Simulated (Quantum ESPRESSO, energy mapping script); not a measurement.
# Spin model of MnS from collinear orders

Wanted: the magnetic order of MnS, its couplings and an estimate of its ordering temperature, by PBE+U (6 eV), QE, GBRV.

Main program and level: Quantum ESPRESSO 7.5; PBE with U = 6 eV on Mn d, ortho-atomic projectors; plane waves, U on orthogonalised atomic orbitals unless named otherwise, collinear spin, no spin–orbit coupling.

**What experiment says.**

“Single-Crystal and Powder Neutron Diffraction Study of FeXMn1-XS Solid Solutions” (2011, arxiv:1108.4537) reports for MnS, rock salt, by neutron diffraction (x = 0): ordering temperature (Neel temperature) 150 K.

Report form: the programs' logs are mostly left out.

The database entry behind the starting cell differs from later determinations by our own check (an axis about 0.2 % short against later determinations), so it need not match the best structure at ambient conditions.

## 1. Starting point

It takes space group Fm-3m (No. 225, cubic). The conventional cell has a = 5.209 Å, b = 5.209 Å, c = 5.209 Å, α = 90.00°, β = 90.00°, γ = 90.00°. Mn has 6 S at 2.60 Å nearest. S has 6 Mn at 2.60 Å nearest. Farther neighbours and most contacts between anions are not listed.

A Hubbard U penalises fractional filling of the shell. It raises the cost of virtual hops to the neighbours, so couplings that rest on such hops usually weaken. These runs use Quantum ESPRESSO.

## 2. Order 1: parallel, cell A of 4 atoms

The parallel order is the zero of energy for this cell and mesh.

The potential files are GBRV's for PBE; pw.x takes the functional from them.

Contents of pw.in:

```
&control
  calculation = 'scf'
  prefix = 'pw'
  outdir = './tmp/'
  pseudo_dir = './pseudo/'
  verbosity = 'low'
/
&system
  ibrav = 0
  nat = 4
  ntyp = 2
  ecutwfc = 45
  ecutrho = 360
  nbnd = 38
  occupations = 'smearing'
  smearing = 'fd'
  degauss = 0.00367493
  nspin = 2
  starting_magnetization(1) = 0.3000
/
&electrons
  conv_thr = 1.0e-08
  electron_maxstep = 120
  mixing_beta = 0.3
  mixing_mode = 'plain'
/
ATOMIC_SPECIES
  Mn 54.9380 Mn.upf
  S 32.0600 S.upf
CELL_PARAMETERS angstrom
  0.00000000 -2.60450000 -2.60450000
  -2.60450000 0.00000000 -2.60450000
  2.60450000 2.60450000 -5.20900000
ATOMIC_POSITIONS crystal
  Mn 0.50000000 0.50000000 0.50000000
  Mn 0.00000000 0.00000000 0.00000000
  S 0.75000000 0.75000000 0.75000000
  S 0.25000000 0.25000000 0.25000000
K_POINTS automatic
  7 7 7 0 0 0
HUBBARD {ortho-atomic}
U Mn-3d 6
```

Started as:

```
$ OMP_NUM_THREADS=1 mpirun -n 8 pw.x -nk 8 -in pw.in > pw.out
```

The job ended after 39 s (8 MPI ranks of Intel Xeon Platinum 8375C at 2.90GHz (Ice Lake), shared host; peak memory 1.1 GiB).

Spin moment in the sphere by atom:

```tsv
atom	spin moment in the sphere (μB)
Mn1	4.56
Mn2	4.56
S3	0.08
S4	0.08
```

The run ends ferromagnetic.

## 3. Run 2 (compensated +−; cell A, 4 atoms)

This order reverses 6 of the 12 neighbours at 3.68 Å, 6 of the 6 neighbours at 5.21 Å and 12 of the 24 neighbours at 6.38 Å, counted for an average magnetic atom.

pw.in, as its differences from that of step 2:

```diff
@@ -10,6 +10,6 @@
   nat = 4
-  ntyp = 2
+  ntyp = 3
   ecutwfc = 45
   ecutrho = 360
-  nbnd = 38
+  nbnd = 33
   occupations = 'smearing'
@@ -19,2 +19,3 @@
   starting_magnetization(1) = 0.3000
+  starting_magnetization(2) = -0.3000
 /
@@ -27,3 +28,4 @@
 ATOMIC_SPECIES
-  Mn 54.9380 Mn.upf
+  Mn1 54.9380 Mn.upf
+  Mn2 54.9380 Mn.upf
   S 32.0600 S.upf
@@ -34,4 +36,4 @@
 ATOMIC_POSITIONS crystal
-  Mn 0.50000000 0.50000000 0.50000000
-  Mn 0.00000000 0.00000000 0.00000000
+  Mn1 0.50000000 0.50000000 0.50000000
+  Mn2 0.00000000 0.00000000 0.00000000
   S 0.75000000 0.75000000 0.75000000
@@ -41,2 +43,3 @@
 HUBBARD {ortho-atomic}
-U Mn-3d 6
+U Mn1-3d 6
+U Mn2-3d 6
```

Run time: 42 s. Hardware: 8 MPI ranks; peak memory 1.1 GiB.

Spin moment in the sphere by atom:

```tsv
atom	spin moment in the sphere (μB)
Mn1	4.50
Mn2	-4.50
S3	0.00
S4	0.00
```

The run ends antiferromagnetic, 27.10 meV a magnetic atom below the parallel order of its cell.

## 4. Run 3 (parallel; cell B, 4 atoms)

The parallel order again, as the reference for this cell.

This run holds the same structure in another cell (c 6.380 → 5.209 Å, α 73.2 → 90.0°, β 73.2 → 90.0°, γ 60.0 → 90.0°).

Contents of pw.in:

```
&control
  calculation = 'scf'
  prefix = 'pw'
  outdir = './tmp/'
  pseudo_dir = './pseudo/'
  verbosity = 'low'
/
&system
  ibrav = 0
  nat = 4
  ntyp = 2
  ecutwfc = 45
  ecutrho = 360
  nbnd = 38
  occupations = 'smearing'
  smearing = 'fd'
  degauss = 0.00367493
  nspin = 2
  starting_magnetization(1) = 0.3000
/
&electrons
  conv_thr = 1.0e-08
  electron_maxstep = 120
  mixing_beta = 0.3
  mixing_mode = 'plain'
/
ATOMIC_SPECIES
  Mn 54.9380 Mn.upf
  S 32.0600 S.upf
CELL_PARAMETERS angstrom
  0.00000000 -2.60450000 -2.60450000
  0.00000000 2.60450000 -2.60450000
  5.20900000 0.00000000 0.00000000
ATOMIC_POSITIONS crystal
  Mn 0.50000000 0.50000000 0.50000000
  Mn 0.00000000 0.00000000 0.00000000
  S 0.50000000 0.50000000 0.00000000
  S 0.00000000 0.00000000 0.50000000
K_POINTS automatic
  6 6 4 0 0 0
HUBBARD {ortho-atomic}
U Mn-3d 6
```

Wall time 27 s (8 MPI ranks); peak memory 0.99 GiB.

The run ends ferromagnetic. For each magnetic atom its energy differs from the parallel run of the first cell by 0.81 meV, an error that one common reference would have brought in.

## 5. Run 4 (compensated +−; cell B, 4 atoms)

This order reverses 8 of the 12 neighbours at 3.68 Å, 0 of the 6 neighbours at 5.21 Å and 16 of the 24 neighbours at 6.38 Å, counted for an average magnetic atom.

pw.in, as its differences from that of step 4:

```diff
@@ -10,6 +10,6 @@
   nat = 4
-  ntyp = 2
+  ntyp = 3
   ecutwfc = 45
   ecutrho = 360
-  nbnd = 38
+  nbnd = 33
   occupations = 'smearing'
@@ -19,2 +19,3 @@
   starting_magnetization(1) = 0.3000
+  starting_magnetization(2) = -0.3000
 /
@@ -27,3 +28,4 @@
 ATOMIC_SPECIES
-  Mn 54.9380 Mn.upf
+  Mn1 54.9380 Mn.upf
+  Mn2 54.9380 Mn.upf
   S 32.0600 S.upf
@@ -34,4 +36,4 @@
 ATOMIC_POSITIONS crystal
-  Mn 0.50000000 0.50000000 0.50000000
-  Mn 0.00000000 0.00000000 0.00000000
+  Mn1 0.50000000 0.50000000 0.50000000
+  Mn2 0.00000000 0.00000000 0.00000000
   S 0.50000000 0.50000000 0.00000000
@@ -41,2 +43,3 @@
 HUBBARD {ortho-atomic}
-U Mn-3d 6
+U Mn1-3d 6
+U Mn2-3d 6
```

The job ended after 21 s (8 MPI ranks; peak memory 1 GiB).

The run ends antiferromagnetic, 13.04 meV a magnetic atom below the parallel order of its cell.

## 6. Parallel start in cell C (6 atoms)

A new cell needs its own zero of energy.

Contents of pw.in:

```
&control
  calculation = 'scf'
  prefix = 'pw'
  outdir = './tmp/'
  pseudo_dir = './pseudo/'
  verbosity = 'low'
/
&system
  ibrav = 0
  nat = 6
  ntyp = 2
  ecutwfc = 45
  ecutrho = 360
  nbnd = 54
  occupations = 'smearing'
  smearing = 'fd'
  degauss = 0.00367493
  nspin = 2
  starting_magnetization(1) = 0.3000
/
&electrons
  conv_thr = 1.5e-08
  electron_maxstep = 120
  mixing_beta = 0.3
  mixing_mode = 'plain'
/
ATOMIC_SPECIES
  Mn 54.9380 Mn.upf
  S 32.0600 S.upf
CELL_PARAMETERS angstrom
  0.00000000 2.60450000 2.60450000
  -2.60450000 0.00000000 -2.60450000
  -5.20900000 -5.20900000 5.20900000
ATOMIC_POSITIONS crystal
  Mn 0.00000000 0.00000000 0.00000000
  Mn 0.33333333 0.66666667 0.66666667
  Mn 0.66666667 0.33333333 0.33333333
  S 0.66666667 0.33333333 0.83333333
  S 0.00000000 0.00000000 0.50000000
  S 0.33333333 0.66666667 0.16666667
K_POINTS automatic
  7 7 3 0 0 0
HUBBARD {ortho-atomic}
U Mn-3d 6
```

The job ended after 30 s (8 MPI ranks; peak memory 1.4 GiB; 4 min of CPU time).

The run ends ferromagnetic. For each magnetic atom its energy differs from the parallel run of the first cell by 0.01 meV, an error that one common reference would have brought in.

## 7. Uncompensated ++− start in cell C (6 atoms)

This order reverses 4 of the 12 neighbours at 3.68 Å, 4 of the 6 neighbours at 5.21 Å and 12 of the 24 neighbours at 6.38 Å, counted for an average magnetic atom.

pw.in, as its differences from that of step 6:

```diff
@@ -10,6 +10,6 @@
   nat = 6
-  ntyp = 2
+  ntyp = 3
   ecutwfc = 45
   ecutrho = 360
-  nbnd = 54
+  nbnd = 49
   occupations = 'smearing'
@@ -19,2 +19,3 @@
   starting_magnetization(1) = 0.3000
+  starting_magnetization(2) = -0.3000
 /
@@ -27,3 +28,4 @@
 ATOMIC_SPECIES
-  Mn 54.9380 Mn.upf
+  Mn1 54.9380 Mn.upf
+  Mn2 54.9380 Mn.upf
   S 32.0600 S.upf
@@ -34,5 +36,5 @@
 ATOMIC_POSITIONS crystal
-  Mn 0.00000000 0.00000000 0.00000000
-  Mn 0.33333333 0.66666667 0.66666667
-  Mn 0.66666667 0.33333333 0.33333333
+  Mn1 0.00000000 0.00000000 0.00000000
+  Mn1 0.33333333 0.66666667 0.66666667
+  Mn2 0.66666667 0.33333333 0.33333333
   S 0.66666667 0.33333333 0.83333333
@@ -43,2 +45,3 @@
 HUBBARD {ortho-atomic}
-U Mn-3d 6
+U Mn1-3d 6
+U Mn2-3d 6
```

The job ended after 34 s (8 MPI ranks; peak memory 1.4 GiB).

The run ends ferrimagnetic, 21.99 meV a magnetic atom below the parallel order of its cell.

## 8. Order 7: parallel, cell D of 6 atoms

This run holds the same structure in another cell (b 3.683 → 5.209 Å, c 9.022 → 6.380 Å, α 90.0 → 114.1°, β 90.0 → 106.8°, γ 120.0 → 90.0°).

Contents of pw.in:

```
&control
  calculation = 'scf'
  prefix = 'pw'
  outdir = './tmp/'
  pseudo_dir = './pseudo/'
  verbosity = 'low'
/
&system
  ibrav = 0
  nat = 6
  ntyp = 2
  ecutwfc = 45
  ecutrho = 360
  nbnd = 54
  occupations = 'smearing'
  smearing = 'fd'
  degauss = 0.00367493
  nspin = 2
  starting_magnetization(1) = 0.3000
/
&electrons
  conv_thr = 1.5e-08
  electron_maxstep = 120
  mixing_beta = 0.3
  mixing_mode = 'plain'
/
ATOMIC_SPECIES
  Mn 54.9380 Mn.upf
  S 32.0600 S.upf
CELL_PARAMETERS angstrom
  0.00000000 -2.60450000 -2.60450000
  -5.20900000 0.00000000 0.00000000
  2.60450000 5.20900000 -2.60450000
ATOMIC_POSITIONS crystal
  Mn 0.66666667 0.66666667 0.33333333
  Mn 0.33333333 0.33333333 0.66666667
  Mn 0.00000000 0.00000000 0.00000000
  S 0.66666667 0.16666667 0.33333333
  S 0.33333333 0.83333333 0.66666667
  S 0.00000000 0.50000000 0.00000000
K_POINTS automatic
  6 6 6 0 0 0
HUBBARD {ortho-atomic}
U Mn-3d 6
```

It took 64 s on 8 MPI ranks; peak memory 1.5 GiB.

The run ends ferromagnetic. For each magnetic atom its energy differs from the parallel run of the first cell by 0.02 meV, an error that one common reference would have brought in.

## 9. Uncompensated ++− start in cell D (6 atoms)

This order reverses 6.67 of the 12 neighbours at 3.68 Å, 2.67 of the 6 neighbours at 5.21 Å and 8 of the 24 neighbours at 6.38 Å, counted for an average magnetic atom.

pw.in, as its differences from that of step 8:

```diff
@@ -10,6 +10,6 @@
   nat = 6
-  ntyp = 2
+  ntyp = 3
   ecutwfc = 45
   ecutrho = 360
-  nbnd = 54
+  nbnd = 49
   occupations = 'smearing'
@@ -19,2 +19,3 @@
   starting_magnetization(1) = 0.3000
+  starting_magnetization(2) = -0.3000
 /
@@ -27,3 +28,4 @@
 ATOMIC_SPECIES
-  Mn 54.9380 Mn.upf
+  Mn1 54.9380 Mn.upf
+  Mn2 54.9380 Mn.upf
   S 32.0600 S.upf
@@ -34,5 +36,5 @@
 ATOMIC_POSITIONS crystal
-  Mn 0.66666667 0.66666667 0.33333333
-  Mn 0.33333333 0.33333333 0.66666667
-  Mn 0.00000000 0.00000000 0.00000000
+  Mn1 0.66666667 0.66666667 0.33333333
+  Mn1 0.33333333 0.33333333 0.66666667
+  Mn2 0.00000000 0.00000000 0.00000000
   S 0.66666667 0.16666667 0.33333333
@@ -43,2 +45,3 @@
 HUBBARD {ortho-atomic}
-U Mn-3d 6
+U Mn1-3d 6
+U Mn2-3d 6
```

Wall time 62 s (8 MPI ranks); peak memory 1.5 GiB.

The run ends ferrimagnetic, 20.83 meV a magnetic atom below the parallel order of its cell.

## 10. Parallel start in cell E (6 atoms)

This run holds the same structure in another cell (b 5.209 → 3.683 Å, c 6.380 → 8.236 Å, α 114.1 → 102.9°, β 106.8 → 102.9°).

Contents of pw.in:

```
&control
  calculation = 'scf'
  prefix = 'pw'
  outdir = './tmp/'
  pseudo_dir = './pseudo/'
  verbosity = 'low'
/
&system
  ibrav = 0
  nat = 6
  ntyp = 2
  ecutwfc = 45
  ecutrho = 360
  nbnd = 54
  occupations = 'smearing'
  smearing = 'fd'
  degauss = 0.00367493
  nspin = 2
  starting_magnetization(1) = 0.3000
/
&electrons
  conv_thr = 1.5e-08
  electron_maxstep = 120
  mixing_beta = 0.3
  mixing_mode = 'plain'
/
ATOMIC_SPECIES
  Mn 54.9380 Mn.upf
  S 32.0600 S.upf
CELL_PARAMETERS angstrom
  0.00000000 2.60450000 2.60450000
  0.00000000 2.60450000 -2.60450000
  -7.81350000 -2.60450000 0.00000000
ATOMIC_POSITIONS crystal
  Mn 0.00000000 0.00000000 0.00000000
  Mn 0.33333333 0.33333333 0.66666667
  Mn 0.66666667 0.66666667 0.33333333
  S 0.83333333 0.83333333 0.66666667
  S 0.16666667 0.16666667 0.33333333
  S 0.50000000 0.50000000 0.00000000
K_POINTS automatic
  6 6 6 0 0 0
HUBBARD {ortho-atomic}
U Mn-3d 6
```

Elapsed: 43 s, on 8 MPI ranks; peak memory 1.4 GiB; 5.7 min of CPU time.

The run ends ferromagnetic. For each magnetic atom its energy differs from the parallel run of the first cell by 0.68 meV, an error that one common reference would have brought in.

## 11. Order 10: uncompensated ++−, cell E of 6 atoms

This order reverses 5.33 of the 12 neighbours at 3.68 Å, 1.33 of the 6 neighbours at 5.21 Å and 16 of the 24 neighbours at 6.38 Å, counted for an average magnetic atom.

pw.in, as its differences from that of step 10:

```diff
@@ -10,6 +10,6 @@
   nat = 6
-  ntyp = 2
+  ntyp = 3
   ecutwfc = 45
   ecutrho = 360
-  nbnd = 54
+  nbnd = 49
   occupations = 'smearing'
@@ -19,2 +19,3 @@
   starting_magnetization(1) = 0.3000
+  starting_magnetization(2) = -0.3000
 /
@@ -27,3 +28,4 @@
 ATOMIC_SPECIES
-  Mn 54.9380 Mn.upf
+  Mn1 54.9380 Mn.upf
+  Mn2 54.9380 Mn.upf
   S 32.0600 S.upf
@@ -34,5 +36,5 @@
 ATOMIC_POSITIONS crystal
-  Mn 0.00000000 0.00000000 0.00000000
-  Mn 0.33333333 0.33333333 0.66666667
-  Mn 0.66666667 0.66666667 0.33333333
+  Mn1 0.00000000 0.00000000 0.00000000
+  Mn1 0.33333333 0.33333333 0.66666667
+  Mn2 0.66666667 0.66666667 0.33333333
   S 0.83333333 0.83333333 0.66666667
@@ -43,2 +45,3 @@
 HUBBARD {ortho-atomic}
-U Mn-3d 6
+U Mn1-3d 6
+U Mn2-3d 6
```

Wall time 37 s (8 MPI ranks); peak memory 1.4 GiB; 4.9 min of CPU time.

The run ends ferrimagnetic, 15.63 meV a magnetic atom below the parallel order of its cell.

## 12. From energies to couplings

Each energy difference is a sum of couplings weighted by the pairs that the order reverses. A few near shells are fitted to the differences by least squares. Energies are those extrapolated to zero occupation width, not the free energies F.

The orders that converged (zero: parallel moments in the same cell):

```tsv
order	atoms	energy (meV a magnetic atom)	moments (μB)	moments kept as typed	opposed neighbours at 3.68, 5.21, 6.38 Å
parallel in cell A	4	0.00	4.56	yes	0, 0, 0
compensated +− in cell A	4	-27.10	4.50	yes	6, 6, 12
parallel in cell B	4	0.00	4.56	yes	0, 0, 0
compensated +− in cell B	4	-13.04	4.54	yes	8, 0, 16
parallel in cell C	6	0.00	4.56	yes	0, 0, 0
uncompensated ++− in cell C	6	-21.99	4.49 to 4.53	yes	4, 4, 12
parallel in cell D	6	0.00	4.56	yes	0, 0, 0
uncompensated ++− in cell D	6	-20.83	4.50 to 4.53	yes	6.67, 2.67, 8
parallel in cell E	6	0.00	4.56	yes	0, 0, 0
uncompensated ++− in cell E	6	-15.63	4.52 to 4.54	yes	5.33, 1.33, 16
```

Couplings from the energies, with E = −Σ J e·e over ordered pairs:

```tsv
pair	distance (Å)	neighbours	J (meV)
Mn–Mn	3.68	12	-0.590
Mn–Mn	5.21	6	-1.50
Mn–Mn	6.38	24	-0.103
Mn–Mn	7.37	12	-0.250
```

Adding the shell at 8.24 Å gives -0.50, -1.4, -0.089, -0.27 and -0.067 meV and a mean-field temperature of 42.1 K, an exact solve that tests nothing.

In mean field these couplings order at 46.3 K, at q = (0.50, 0.50, 0.50) in fractions of the conventional cell's reciprocal vectors, and give a Curie–Weiss temperature of -167 K.

## 13. Finite temperature

Mean field ignores fluctuations and overstates the ordering temperature, so the model is also sampled. The heat capacity peaks where order sets in.

Classical unit spins with these couplings on 8×8×4 copies of a cell that holds the lowest order (512 spins), heat-bath sweeps, cooled from random directions, 831 sweeps to settle and 2493 measured at each temperature, averaged over 8 runs.

```tsv
T (K)	order along the lowest pattern	net moment	heat capacity (k_B a spin)
5.55	0.43	0.01	1.03
9.49	0.43	0.01	1.09
15.4	0.38	0.01	1.24
19.3	0.32	0.01	1.44
23.3	0.27	0.01	1.75
29.2	0.15	0.01	1.09
33.1	0.11	0.02	0.72
37.1	0.09	0.02	0.53
41.0	0.08	0.02	0.44
46.9	0.07	0.02	0.34
50.9	0.07	0.02	0.29
```

The smoothed heat capacity peaks at 24.1 K. The order column follows one pattern alone; equivalent domains or another pattern share the rest.

## 14. Beside the first set of runs

The first set of orders, under PBE+U (4 eV), QE, GBRV, took 58 min of CPU time summed over its finished orders (seed run apart), these 53 min.

```tsv
quantity	this set	first set
J at 3.68 Å, meV	-0.590	-1.01
J at 5.21 Å, meV	-1.50	-3.49
J at 6.38 Å, meV	-0.103	-0.151
J at 7.37 Å, meV	-0.250	-0.400
ordering temperature, mean field, K	46.3	125
heat-capacity peak, Monte Carlo, K	24.1	73.9
```

The coupling that led in the first set goes from -3.49 to -1.50 meV.

## 15. What came out

```
lowest order tried                    : compensated +− in cell A
largest fitted value, Mn–Mn at 5.21 Å : -1.50 meV
ordering temperature, mean field      : 46.3 K
heat-capacity peak, Monte Carlo       : 24.1 K
```

What this shows: Of the orders tried, MnS prefers the order “compensated +− in cell A” under PBE+U (6 eV), QE, GBRV, with 6 of 12 neighbours at 3.68 Å, 6 of 6 neighbours at 5.21 Å and 12 of 24 neighbours at 6.38 Å opposed, and the heat capacity of the fitted model peaks near 24 K (Monte Carlo, classical spins). The coupling at 5.21 Å is 0.43 times that of the first set, at 0.90 times the CPU time. The largest fitted coupling is the Mn–Mn pair at 5.21 Å, antiferromagnetic at -1.5 meV, across a ligand at about 180°. The straight metal–ligand–metal path outweighs the right-angled one, the pattern expected of superexchange through one ligand p orbital, which these runs do not test. The orders also reverse pairs at 8.24 Å, which are not fitted, so the fitted values hold their part too. With 5 differences for 4 couplings the fit misses by 0.82 meV at most, a small part of the spread. In the fitted orders moments change by up to 1.4 % against the parallel run of the same cell, so their size stays put. Monte Carlo puts the peak at 0.52 of the mean-field temperature, since mean field leaves out fluctuations. In tests on simple cubic and body-centred models such peaks lay 5 to 6 % under the bulk value. On cooling, the order along the one computed pattern stays at or under 0.43: the model settles in an equivalent domain, a degenerate mixture or another order. The Curie–Weiss temperature is 6.9 times the peak temperature in size, a mark of frustration. The parallel order holds 5 μB a magnetic atom, spin 2.5; the common factor (S+1)/S would raise the classical 24.1 K to 33.7 K, a correction that often overshoots. The classical value and the one scaled by (S+1)/S differ by a factor of 1.4, so closeness of either to the measured temperature is partly a matter of convention.

Computed beside measured:

| quantity | measured | PBE+U (6 eV), QE, GBRV, Monte Carlo | PBE+U (6 eV), QE, GBRV, Monte Carlo × (S+1)/S |
| --- | --- | --- | --- |
| ordering temperature (spin model) (K) | 150 | 24 (-83.9 %) | 34 (-77.5 %) |

Measured values from arxiv:1108.4537 (2011).

How well it matches: For the ordering temperature, of the levels listed nearest comes PBE+U (6 eV), QE, GBRV, Monte Carlo × (S+1)/S (-77.5 %, a clear miss) and farthest PBE+U (6 eV), QE, GBRV, Monte Carlo (-83.9 %, a clear miss). A U picked for its result is no test. No cell relaxation is part of this session.

[Logs and program files are shortened in this print: banners, set-up blocks, solver, clock and traceback lines can be left out without a mark of their own.]

[Logs are printed without paths, hosts, clocks, repeated set-up lines and the standing remarks that a program may print on its own settings, such as how far it seeks lower states.]

[Hosts, paths, dates, database ids (printed as entryN), source tags and the programs' standing remarks are cut or masked in the printed files.]

[Where a cell is said to come from a database of computed structures, the database is the Materials Project.]
